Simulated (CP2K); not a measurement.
The C K edge of 2-methylpyridine was computed by TDDFT (CP2K XAS_TDP, aug-cc-pVDZ, TDA) at these levels: PBEh(45%), PBEh(45%) + GW2X and PBEh(60%). The first three lines of C1 (bonded to C and 3 H) with a strength over 0.0015, energy in eV and strength:

| run | first | second | third |
| --- | --- | --- | --- |
| 1 | 283.57 (0.003) | 283.76 (0.007) | 284.69 (0.013) |
| 2 | 288.13 (0.006) | 288.50 (0.011) | 288.80 (0.009) |
| 3 | 289.91 (0.003) | 290.10 (0.007) | 291.03 (0.013) |

Which run is which?

Run 1: PBEh(45%) (45 % exact exchange). Run 2: PBEh(60%) (60 % exact exchange). Run 3: PBEh(45%) + GW2X (45 % exact exchange). Self-interaction lifts the core level, so the uncorrected lines rise with the share of exact exchange. The GW2X run keeps the spacings of its parent: 0.19 eV between the first two lines in run 3, 0.19 eV in run 1. Its shift is +6.34 eV, since the Kohn–Sham level at this share of exchange lies that far above the quasiparticle level.

[Hosts, paths, dates, database ids (printed as entryN), source tags and the programs' standing remarks are cut or masked in the printed files.]
